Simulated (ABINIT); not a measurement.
# Ba2IBrF2 (P4mm): a self-consistent loop beyond G0W0, cycle by cycle

Aim: iterate the self-energy on Ba2IBrF2 (P4mm) and follow the gap from cycle to cycle.

Calculated with ABINIT 10.8.3; PBEsol and many-body steps on it, plane waves.

## 1. Set-up

It takes space group P4mm (No. 99, tetragonal). Conventional cell: a = 4.623 Å, b = 4.623 Å, c = 7.991 Å, α = 90.00°, β = 90.00°, γ = 90.00°. Nearest to Ba lie 4 F at 2.70 Å and 4 I at 3.59 Å and 2 Br at 3.89 to 4.10 Å. Nearest to Ba lie 4 F at 2.73 Å and 4 Br at 3.50 Å and 2 I at 3.65 to 4.35 Å and 4 Ba at 4.34 Å. Nearest to I lie 6 Ba at 3.59 to 4.35 Å. Nearest to Br lie 6 Ba at 3.50 to 4.10 Å and 4 F at 3.55 Å. F has 4 Ba at 2.70 to 2.73 Å nearest. Farther neighbours and most contacts between anions are not listed.

The cell and positions are those that the Materials Project relaxed with its own functionals (PBE, PBE+U or r2SCAN), kept fixed. Spin-orbit coupling is left out unless a step names it.

## 2. Empty states on the mesh, 2×2×1 mesh, 149 bands

This step: ABINIT 10.8.3; DFT, PBEsol, plane waves, norm-conserving pseudopotentials.

The sums over transitions need many empty states on a uniform mesh; this step solves for them.

The input, run.abi:

```
acell 3*1.0 Angstrom
rprim 
  4.623364000000 0.000000000000 0.000000000000
  0.000000000000 4.623364000000 0.000000000000
  0.000000000000 0.000000000000 7.991386000000
ntypat 4
znucl 56 53 35 9
natom 6
typat 1 1 2 3 4 4
xred 
  0.500000000000 0.500000000000 0.827396000000
  0.000000000000 0.000000000000 0.185191000000
  0.000000000000 0.000000000000 0.641387000000
  0.500000000000 0.500000000000 0.340098000000
  0.500000000000 0.000000000000 0.002964000000
  0.000000000000 0.500000000000 0.002964000000
pp_dirpath "pseudos"
pseudos "Ba.upf, I.upf, Br.upf, F.upf"
ecut 36
ngkpt 2 2 1
nshiftk 1
shiftk 0 0 0
kptopt 1
chksymbreak 0
iscf -2
irdden 1
istwfk *1
nband 149
nbdbuf 12
tolwfr 1e-09
nstep 60
prtvol 0
indata_prefix "in"
outdata_prefix "out"
tmpdata_prefix "tmp"
```

The run is started by

```bash
$ OMP_NUM_THREADS=1 mpirun -n 3 abinit run.abi > log
```

Numbers of over 12 decimals in the logs are rounded to 6 here.

Log:

```text
.Version 10.8.3 of ABINIT. v10.8.2 released Aug 2026.

 Symmetries : space group P4 m m (# 99); Bravais tP (primitive tetrag.)
[... echo of the input left out ...]
== DATASET  1 ==================================================================
-   mpi_nproc: 3, omp_nthreads: 1 (-1 if OMP is not activated)

--- !DatasetInfo
iteration_state: {dtset: 1, }
dimensions: {natom: 6, nkpt: 3, mband: 149, nsppol: 1, nspinor: 1, nspden: 1, mpw: 11965, }
cutoff_energies: {ecut:  36.0, pawecutdg:  -1.0, }
[...]
1.45109    1.49738    1.49738    1.50075    1.50075    1.51934    1.52262    1.55838
   1.56281    1.56281    1.56434    1.57050    1.57768    1.57829    1.57829    1.60965
   1.61927    1.61928    1.64495    1.64521    1.64731
 prteigrs : prtvol=0 or 1, do not print more k-points.

== END DATASET(S) ==============================================================
================================================================================

 -outvars: echo values of variables after computation  --------
            nband         149
             nkpt           3
          spgroup          99
 [... the other variables as echoed above ...]

 Calculation completed.
```

Elapsed: 2.8 min, on 3 MPI ranks of Intel Xeon Platinum 8259CL at 2.50GHz (Skylake/Cascade Lake), shared host; peak memory 0.44 GiB.

Numbers from this step:

```yaml
gap: 4.250 eV
k_of_the_valence_top: 0, 0, 0
k_of_the_conduction_bottom: 0, 0, 0
least_direct_gap: 4.250 eV
k_points_computed: 3
lowest_point_of_the_top_converged_band_above_the_valence_top: 40.09 eV
```

On this mesh the gap is 4.250 eV.

The density comes from a self-consistent run that is not shown.

## 3. Screening, 2×2×1 mesh, 137 bands, screening to 106.1 eV

The RPA dielectric matrix is built and inverted for each q.

This step: RPA screening on PBEsol, plane waves, norm-conserving pseudopotentials.

Changes to run.abi since step 2:

```diff
@@ -24,10 +24,11 @@
 chksymbreak 0
-iscf -2
-irdden 1
 istwfk *1
-nband 149
-nbdbuf 12
-tolwfr 1e-09
-nstep 60
-prtvol 0
+occopt 1
+irdwfk 1
+optdriver 3
+nband 137
+ecuteps 3.9
+inclvkb 2
+awtr 1
+symchi 1
 indata_prefix "in"
```

The run is started by

```bash
$ OMP_NUM_THREADS=1 mpirun -n 4 abinit run.abi > log
```

Log:

```text
.Version 10.8.3 of ABINIT. v10.8.2 released Aug 2026.

 Symmetries : space group P4 m m (# 99); Bravais tP (primitive tetrag.)
[... echo of the input left out ...]
== DATASET  1 ==================================================================
-   mpi_nproc: 4, omp_nthreads: 1 (-1 if OMP is not activated)

--- !DatasetInfo
iteration_state: {dtset: 1, }
dimensions: {natom: 6, nkpt: 3, mband: 137, nsppol: 1, nspinor: 1, nspden: 1, mpw: 11965, }
cutoff_energies: {ecut:  36.0, pawecutdg:  -1.0, }
electrons: {nelect:   4.80000000E+01, charge:   0.00000000E+00, occopt:   1.00000000E+00, tsmear:   1.00000000E-02, }

 SCREENING: Calculation of the susceptibility and dielectric matrices

 Based on a program developped by R.W. Godby, V. Olevano, G. Onida, and L. Reining.
 Incorporated in ABINIT by V. Olevano, G.-M. Rignanese, and M. Torrent.
.Using double precision arithmetic ; gwpc =  8

[... cell and pseudopotentials left out ...]
--------------------------------------------------------------------------------

 ==== K-mesh for the wavefunctions ====
 Number of points in the irreducible wedge :     3
[... list of points left out ...]
 Together with  8 symmetry operations and time-reversal symmetry
 yields     4 points in the full Brillouin Zone.

 ==== Q-mesh for the screening function ====
 Number of points in the irreducible wedge :     3
[... list of points left out ...]
 Together with  8 symmetry operations and time-reversal symmetry
 yields     4 points in the full Brillouin Zone.

 setmesh: FFT mesh size selected  =    32x   32x   54
          total number of points  =        55296

 vcoul_init : cutoff-mode = AUXILIARY_FUNCTION
 q-points for optical limit:   1
     1)      0.000010    0.000020    0.000030

- screening: taking advantage of time-reversal symmetry
- Maximum band index for partially occupied states nbvw = 24
- Remaining bands to be divided among processors   nbcw = 113
- Number of bands treated by each node ~28

 Number of electrons calculated from density =   48.0000; Expected =   48.0000
 average of density, n =  0.041640
 r_s =    1.7898
 omega_plasma =   19.6838 [eV]

 calculating chi0 at frequencies [eV] :
  1    0.000000E+00    0.000000E+00
  2    0.000000E+00    1.968379E+01

--------------------------------------------------------------------------------
  q-point number  1        q = ( 0.000000, 0.000000, 0.000000) [r.l.u.]
--------------------------------------------------------------------------------
[... chi0 elements left out ...]
 For q-point:  0.000010 0.000020 0.000030
  dielectric constant =   3.6826
  dielectric constant without local fields =   4.3144

  Average fulfillment of the sum rule on Im[epsilon] for q-point    1 :     67.06  [%]
[... wings left out ...]
  q-point number  2        q = ( 0.500000, 0.000000, 0.000000) [r.l.u.]
--------------------------------------------------------------------------------
[... chi0 elements left out ...]
  Average fulfillment of the sum rule on Im[epsilon] for q-point    2 :     70.88  [%]

 [... 1 further q-points ...]
```

Run time: 60 s. Hardware: 4 MPI ranks; peak memory 1.3 GiB; 4 min of CPU time.

Numbers from this step:

| Property | Result |
| --- | --- |
| ε∞ with local fields, on this mesh, along the program's q direction | 3.683 |
| the same without local fields | 4.314 |
| plasma frequency | 19.68 eV |
| plane waves in the screening matrix | 417 |

Local fields lower ε∞ by 15 %. On a Γ-centred mesh this coarse the value itself is usually too large, while a short band sum pulls it down.

## 4. G0W0

The self-energy is evaluated for the states that the input lists, and the levels follow from it, in one-shot runs by the linearised quasiparticle equation.

This step: G0W0 on PBEsol, plane waves, norm-conserving pseudopotentials.

Changes to run.abi since step 3:

```diff
@@ -27,8 +27,15 @@
 irdwfk 1
-optdriver 3
+optdriver 4
 nband 137
+gwcalctyp 0
+ecutsigx 36
+symsigma 1
+nkptgw 1
+kptgw 
+  0.0000000000 0.0000000000 0.0000000000
+bdgw 
+  23 26
 ecuteps 3.9
-inclvkb 2
-awtr 1
-symchi 1
+irdscr 1
+ppmodel 1
 indata_prefix "in"
```

Log:

```text
.Version 10.8.3 of ABINIT. v10.8.2 released Aug 2026.

 Symmetries : space group P4 m m (# 99); Bravais tP (primitive tetrag.)
[... echo of the input left out ...]
== DATASET  1 ==================================================================
-   mpi_nproc: 4, omp_nthreads: 1 (-1 if OMP is not activated)

--- !DatasetInfo
iteration_state: {dtset: 1, }
dimensions: {natom: 6, nkpt: 3, mband: 137, nsppol: 1, nspinor: 1, nspden: 1, mpw: 11965, }
cutoff_energies: {ecut:  36.0, pawecutdg:  -1.0, }
electrons: {nelect:   4.80000000E+01, charge:   0.00000000E+00, occopt:   1.00000000E+00, tsmear:   1.00000000E-02, }

 SIGMA: Calculation of the GW corrections

 Based on a program developped by R.W. Godby, V. Olevano, G. Onida, and L. Reining.
 Incorporated in ABINIT by V. Olevano, G.-M. Rignanese, and M. Torrent.
.Using double precision arithmetic ; gwpc =  8

[... cell and pseudopotentials left out ...]
--------------------------------------------------------------------------------

 ==== K-mesh for the wavefunctions ====
 Number of points in the irreducible wedge :     3
[... list of points left out ...]
 Together with  8 symmetry operations and time-reversal symmetry
 yields     4 points in the full Brillouin Zone.

 ==== Q-mesh for screening function ====
 Number of points in the irreducible wedge :     3
[... list of points left out ...]
 Together with  8 symmetry operations and time-reversal symmetry
 yields     4 points in the full Brillouin Zone.

 vcoul_init : cutoff-mode = AUXILIARY_FUNCTION
 q-points for optical limit:   1
     1)      0.000010    0.000020    0.000030
 setmesh: FFT mesh size selected  =    48x   48x   81
          total number of points  =       186624

 Number of electrons calculated from density =   48.0000; Expected =   48.0000
 average of density, n =  0.041640
 r_s =    1.7898
 omega_plasma =   19.6838 [eV]

 === KS Band Gaps ===
  >>>> For spin  1
   Minimum direct gap =   4.2500 [eV], located at k-point      :   0.0000  0.0000  0.0000
   Fundamental gap    =   4.2500 [eV], Top of valence bands at :   0.0000  0.0000  0.0000
                                       Bottom of conduction at :   0.0000  0.0000  0.0000
 SIGMA fundamental parameters:
 PLASMON POLE MODEL  1
 number of plane-waves for SigmaX                11965
 number of plane-waves for SigmaC and W            417
 number of plane-waves for wavefunctions         11965
 number of bands                                   137
 number of independent spin polarizations            1
 number of spinorial components                      1
 number of k-points in IBZ                           3
 number of q-points in IBZ                           3
 number of symmetry operations                       8
 number of k-points in BZ                            4
 number of q-points in BZ                            4
 number of frequencies for dSigma/dE                 9
 frequency step for dSigma/dE [eV]                0.25
 number of omega for Sigma on real axis              0
 max omega for Sigma on real axis  [eV]           0.00
 zcut for avoiding poles [eV]                     0.10

 EPSILON^-1 parameters (SCR file):
 dimension of the eps^-1 matrix on file            417
 dimension of the eps^-1 matrix used               417
 number of plane-waves for wavefunctions         11965
 number of bands                                   137
 number of q-points in IBZ                           3
 number of frequencies                               2
 number of real frequencies                          1
 number of imag frequencies                          1

 matrix elements of self-energy operator (all in [eV])

 Perturbative Calculation

--- !SelfEnergy_ee
iteration_state: {dtset: 1, }
kpoint     : [   0.000,    0.000,    0.000, ]
spin       : 1
KS_gap     :    4.250
QP_gap     :    6.167
Delta_QP_KS:    1.917
data: !SigmaeeData |
     Band     E0 <VxcDFT>   SigX SigC(E0)      Z dSigC/dE  Sig(E)    E-E0       E
       23   2.397 -11.959 -15.261   2.163   0.820  -0.220 -12.893  -0.934   1.462
       24   2.397 -11.959 -15.261   2.163   0.820  -0.220 -12.893  -0.934   1.462
       25   6.647  -8.509  -4.148  -3.194   0.842  -0.187  -7.526   0.983   7.630
       26   6.953  -8.356  -3.825  -3.354   0.845  -0.183  -7.361   0.995   7.948

== END DATASET(S) ==============================================================
================================================================================

 -outvars: echo values of variables after computation  --------
           etotal      0.0000000000E+00
            nband         137
             nkpt           3
          spgroup          99
 [... the other variables as echoed above ...]

 Calculation completed.
```

Run time: 16 s. Hardware: 4 MPI ranks; peak memory 0.96 GiB; 63 s of CPU time.

This step gave:

```yaml
g0w0_gap_on_the_points_computed: 6.168 eV
starting_gap_on_the_mesh: 4.250 eV
k_of_the_valence_top: 0, 0, 0
k_of_the_conduction_bottom: 0, 0, 0
z_at_the_valence_top: 0.82
z_at_the_conduction_bottom: 0.842
least_direct_g0w0_gap_on_the_computed_points: 6.168 eV
```

The gap on the mesh goes from 4.25 eV to 6.17 eV, a correction of +1.92 eV.

## 5. evGW0, cycle 1

This step: evGW0 on PBEsol, plane waves, norm-conserving pseudopotentials.

Changes to run.abi since step 4:

```diff
@@ -29,10 +29,14 @@
 nband 137
-gwcalctyp 0
+gwcalctyp 10
 ecutsigx 36
 symsigma 1
-nkptgw 1
+nkptgw 3
 kptgw 
   0.0000000000 0.0000000000 0.0000000000
+  0.5000000000 0.0000000000 0.0000000000
+  0.5000000000 0.5000000000 0.0000000000
 bdgw 
-  23 26
+  13 29
+  13 29
+  13 29
 ecuteps 3.9
```

Log:

```text
.Version 10.8.3 of ABINIT. v10.8.2 released Aug 2026.

 Symmetries : space group P4 m m (# 99); Bravais tP (primitive tetrag.)
[... echo of the input left out ...]
== DATASET  1 ==================================================================
-   mpi_nproc: 4, omp_nthreads: 1 (-1 if OMP is not activated)

--- !DatasetInfo
iteration_state: {dtset: 1, }
dimensions: {natom: 6, nkpt: 3, mband: 137, nsppol: 1, nspinor: 1, nspden: 1, mpw: 11965, }
cutoff_energies: {ecut:  36.0, pawecutdg:  -1.0, }
electrons: {nelect:   4.80000000E+01, charge:   0.00000000E+00, occopt:   1.00000000E+00, tsmear:   1.00000000E-02, }

 SIGMA: Calculation of the GW corrections

 Based on a program developped by R.W. Godby, V. Olevano, G. Onida, and L. Reining.
 Incorporated in ABINIT by V. Olevano, G.-M. Rignanese, and M. Torrent.
.Using double precision arithmetic ; gwpc =  8

[... cell and pseudopotentials left out ...]
--------------------------------------------------------------------------------

 ==== K-mesh for the wavefunctions ====
 Number of points in the irreducible wedge :     3
[... list of points left out ...]
 Together with  8 symmetry operations and time-reversal symmetry
 yields     4 points in the full Brillouin Zone.

 ==== Q-mesh for screening function ====
 Number of points in the irreducible wedge :     3
[... list of points left out ...]
 Together with  8 symmetry operations and time-reversal symmetry
 yields     4 points in the full Brillouin Zone.

 vcoul_init : cutoff-mode = AUXILIARY_FUNCTION
 q-points for optical limit:   1
     1)      0.000010    0.000020    0.000030
 setmesh: FFT mesh size selected  =    48x   48x   81
          total number of points  =       186624

 Number of electrons calculated from density =   48.0000; Expected =   48.0000
[...]
--- !SelfEnergy_ee
iteration_state: {dtset: 1, }
kpoint     : [   0.500,    0.000,    0.000, ]
spin       : 1
KS_gap     :    5.326
QP_gap     :    7.431
Delta_QP_KS:    2.104
data: !SigmaeeData |
     Band     E_DFT   <VxcDFT>   E(N-1)  <Hhartree>   SigX  SigC[E(N-1)]    Z     dSigC/dE  Sig[E(N)]  DeltaE  E(N)_pert E(N)_diago
[...]
--- !SelfEnergy_ee
iteration_state: {dtset: 1, }
kpoint     : [   0.500,    0.500,    0.000, ]
spin       : 1
KS_gap     :    5.778
QP_gap     :    7.967
Delta_QP_KS:    2.189
data: !SigmaeeData |
     Band     E_DFT   <VxcDFT>   E(N-1)  <Hhartree>   SigX  SigC[E(N-1)]    Z     dSigC/dE  Sig[E(N)]  DeltaE  E(N)_pert E(N)_diago
[...]
28     8.614   -10.231     8.614    18.846    -5.279    -3.340     0.834    -0.200    -8.887     1.344     9.958    10.227
       29     9.635   -10.630     9.635    20.266    -5.340    -3.463     0.825    -0.212    -9.123     1.508    11.143    11.463

 New Fermi energy :        1.666637E-01 Ha ,    4.535151E+00 eV

 === QP Band Gaps ===
  >>>> For spin  1
   Minimum direct gap =   6.5566 [eV], located at k-point      :   0.0000  0.0000  0.0000
   Fundamental gap    =   6.5566 [eV], Top of valence bands at :   0.0000  0.0000  0.0000
                                       Bottom of conduction at :   0.0000  0.0000  0.0000

 writing QP data on file : out_QPS

 Convergence of QP corrections
 >>>>> For spin  1 <<<<<
.  kptgw no:  1; Maximum DeltaE = (  -1.217  -0.000) for band index: 17
.  kptgw no:  2; Maximum DeltaE = (  -1.255  -0.000) for band index: 17
.  kptgw no:  3; Maximum DeltaE = (  -1.222  -0.000) for band index: 17

== END DATASET(S) ==============================================================
================================================================================

 -outvars: echo values of variables after computation  --------
           etotal      0.0000000000E+00
            nband         137
             nkpt           3
          spgroup          99
 [... the other variables as echoed above ...]

 Calculation completed.
```

The job ended after 1.7 min (4 MPI ranks; peak memory 1.6 GiB; 6.7 min of CPU time).

Numbers from this step:

- quasiparticle gap on the points computed: 6.556 eV
- gap of the density functional on the mesh: 4.250 eV
- k of the valence top: 0, 0, 0
- k of the conduction bottom: 0, 0, 0
- Z at the valence top: 0.82
- Z at the conduction bottom: 0.842
- least direct quasiparticle gap on the computed points: 6.556 eV

Against G0W0 in ABINIT (2×2×1 mesh, 137 bands, screening to 106.1 eV, Godby-Needs plasmon pole), the gap moves by +0.388 eV. This first cycle still uses the starting levels; it takes the full correction, at all points of the mesh, and its linearised value is 6.168 eV.

## 6. evGW0, cycle 2

The corrected levels of the last cycle go back in.

Changes to run.abi since step 5:

```diff
@@ -44,2 +44,3 @@
 ppmodel 1
+irdqps 1
 indata_prefix "in"
```

Log:

```text
.Version 10.8.3 of ABINIT. v10.8.2 released Aug 2026.

 Symmetries : space group P4 m m (# 99); Bravais tP (primitive tetrag.)
[... echo of the input left out ...]
== DATASET  1 ==================================================================
-   mpi_nproc: 4, omp_nthreads: 1 (-1 if OMP is not activated)

--- !DatasetInfo
iteration_state: {dtset: 1, }
dimensions: {natom: 6, nkpt: 3, mband: 137, nsppol: 1, nspinor: 1, nspden: 1, mpw: 11965, }
cutoff_energies: {ecut:  36.0, pawecutdg:  -1.0, }
[...]
Convergence of QP corrections
 >>>>> For spin  1 <<<<<
.  kptgw no:  1; Maximum DeltaE = (   0.045  -0.000) for band index: 16
.  kptgw no:  2; Maximum DeltaE = (   0.042  -0.000) for band index: 17
.  kptgw no:  3; Maximum DeltaE = (   0.034  -0.000) for band index: 17

== END DATASET(S) ==============================================================
================================================================================

 -outvars: echo values of variables after computation  --------
           etotal      0.0000000000E+00
            nband         137
             nkpt           3
          spgroup          99
 [... the other variables as echoed above ...]

 Calculation completed.
```

It took 97 s on 4 MPI ranks; peak memory 1.6 GiB; 6.5 min of CPU time.

This step gave:

```yaml
quasiparticle_gap_on_the_points_computed: 6.383 eV
gap_of_the_density_functional_on_the_mesh: 4.250 eV
k_of_the_valence_top: 0, 0, 0
k_of_the_conduction_bottom: 0, 0, 0
least_direct_quasiparticle_gap_on_the_computed_points: 6.383 eV
```

Against the cycle before, the gap moves by −0.173 eV.

(Part 1 of 3 ends here.)

[Paths, hosts, dates, memory and timing lines, banners, echoed tables and standing remarks are left out of the program output.]

[Logs are printed without paths, hosts, clocks, repeated set-up lines and the standing remarks that a program may print on its own settings, such as how far it seeks lower states.]

[Runs of the session that timed out or met a known fault of the program may be left out.]

[No measured gap is set beside runs whose start may be inverted or whose files or cutoffs have a known fault.]

[Loops that did not settle are left out.]

[Hosts, paths, dates, database ids (printed as entryN), source tags and the programs' standing remarks are cut or masked in the printed files.]

[G0W0 gaps are taken among the corrected bands and points alone; a level outside them can change the order at an edge.]

[Where Ansatz stands beside ABINIT at settings called matched, ABINIT's density can come from a denser mesh and the files from another edition; pairs whose starting gaps differed by over 0.03 eV were left out, so agreement reads better than it is.]
